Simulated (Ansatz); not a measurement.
# Os (P6_3/mmc): a Bloch–Grüneisen fit of the computed resistivity

Aim: condense the phonon-limited resistivity of Os (P6_3/mmc) into a transport Debye temperature and an amplitude, and test the fit on a temperature held back.

The resistivities were computed with Ansatz 0.2.0 (DFT PBE, scalar-relativistic, plane waves, PAW; PAW set soft_1) from the linearised Boltzmann equation with harmonic phonons, on q 8×8×4, k 24×24×12, scattering 42×42×24; the fit below is done by hand on them.

The experiments to compare with:

“CRC Handbook of Chemistry and Physics, 84th edition, Electrical Resistivity of Pure Metals” (2003, CRC Press, section 12, read from Wikipedia's data page) quotes from earlier work for Os (bulk crystal): resistivity at 273 K 8.1 μΩ cm.

### 1. The data

Symmetry: P6_3/mmc, No. 194, hexagonal system. Conventional cell: a = 2.752 Å, b = 2.752 Å, c = 4.353 Å, α = 90.00°, β = 90.00°, γ = 120.00°. Around Os on site c lie 12 Os at 2.69 to 2.75 Å.

This is the relaxed cell of the run, from steps not shown here.

The mean resistivity of the three axes from 50 to 800 K, with one row held back; the colder rows stay outside the fit and test it at the end:

```csv
T (K),ρ (μΩ cm)
50,0.2014
80,0.9685
100,1.632
150,3.300
200,4.863
273,7.028
300,7.809
400,10.65
500,13.44
600,?
800,21.68
```

No spin–orbit coupling, which matters for Os.

### 2. The fit

Bloch and Grüneisen's form is ρ(T) = A (T/Θ)⁵ J₅(Θ/T), with J₅(z) the integral of x⁵/((eˣ − 1)(1 − e⁻ˣ)) from 0 to z. It goes as T⁵ far below Θ and as A T/(4Θ) far above. For a trial Θ the best A is the geometric mean of ρ/[(T/Θ)⁵ J₅] over the rows, and the scatter of that ratio measures the fit:

```csv
Θ (K),A (μΩ cm),scatter (%)
208,18.48,32.5
278,27.66,17.1
314,33.34,8.8
348,39.41,3.3
382,46.26,9.0
436,58.93,21.8
522,84.51,41.8
```

The scatter is least at Θ = 348 K, with A = 39.41 μΩ cm (3.3 % r.m.s.).

```csv
T (K),computed,fit
50,0.2014,0.2116
80,0.9685,0.9240
100,1.632,1.546
150,3.300,3.195
200,4.863,4.808
273,7.028,7.072
300,7.809,7.889
400,10.65,10.86
500,13.44,13.78
800,21.68,22.41
```

### 3. Prediction and check

At T = 600 K, Θ/T = 0.580, J₅ = 0.02777 and (T/Θ)⁵ = 15.24, so the fit gives 16.67 μΩ cm. The computed value is 16.21 μΩ cm: the fit is off by +2.86 %. Outside its range, at 20 K, it gives 0.00307 against 0.00114 μΩ cm computed, 2.70 times that. Among the rows used, the largest miss is -5.2 %, at 100 K.

### 4. Reading Θ and A

Θ = 348 K is 1.56 times ħω_log/k_B (223 K) and 1.10 of the highest phonon frequency (316 K); Θ is a number of the fit, and no phonon frequency. The high-temperature slope of the fit, A/(4Θ), is 0.0283 μΩ cm/K. The same slope from the run's transport coupling and plasma energy, 2π k_B λ_tr/(ħ ε₀ ω_p²) with λ_tr = 0.492, 0.492, 0.460 (xx, yy, zz) and ħω_p = 7.88, 7.88, 9.24 (xx, yy, zz) eV, is 0.0285 μΩ cm/K in the mean of the axes, +0.7 % from it. For comparison, the computed rows rise by 0.0274 μΩ cm/K between the two hottest.

### 5. What came out

| Property | Result |
| --- | --- |
| Θ | 348 K |
| A | 39.41 μΩ cm |
| scatter of the fit | 3.3 % |
| held-back row at 600 K, fit against computed | 16.67 against 16.21 μΩ cm |

What this shows: Two numbers, Θ = 348 K and A = 39.4 μΩ cm, hold the computed ρ(T) from 50 to 800 K within 3.31 % r.m.s. and predict the held-back row within 2.86 %. At 20 K, outside the rows fitted, it gives 2.70 times the computed value. The misses are not random: the largest is -5.2 %, at 100 K. The mean hides an anisotropy: at 300 K the components are 8.71, 8.71, 6.01 (xx, yy, zz) μΩ cm. Spin–orbit coupling is left out. The fit describes the calculation: impurities, thermal expansion, changes of phase and anharmonicity are in neither.

Calculation against experiment:

| quantity | measured | q 8×8×4, fine 42×42×24 |
| --- | --- | --- |
| resistivity at 273 K (computed: phonon part alone; the measured value holds the sample's residual resistivity) (μΩ cm) | 8.1 | 7.03 (-13.2 %) |

Measured values from CRC Press, section 12, read from Wikipedia's data page (2003).

Verdict: The resistivity at 273 K is off by -13.2 %: fair agreement.

[Logs are printed without paths, hosts, clocks, repeated set-up lines and the standing remarks that a program may print on its own settings, such as how far it seeks lower states.]

[Hosts, paths, dates, database ids (printed as entryN), source tags and the programs' standing remarks are cut or masked in the printed files.]
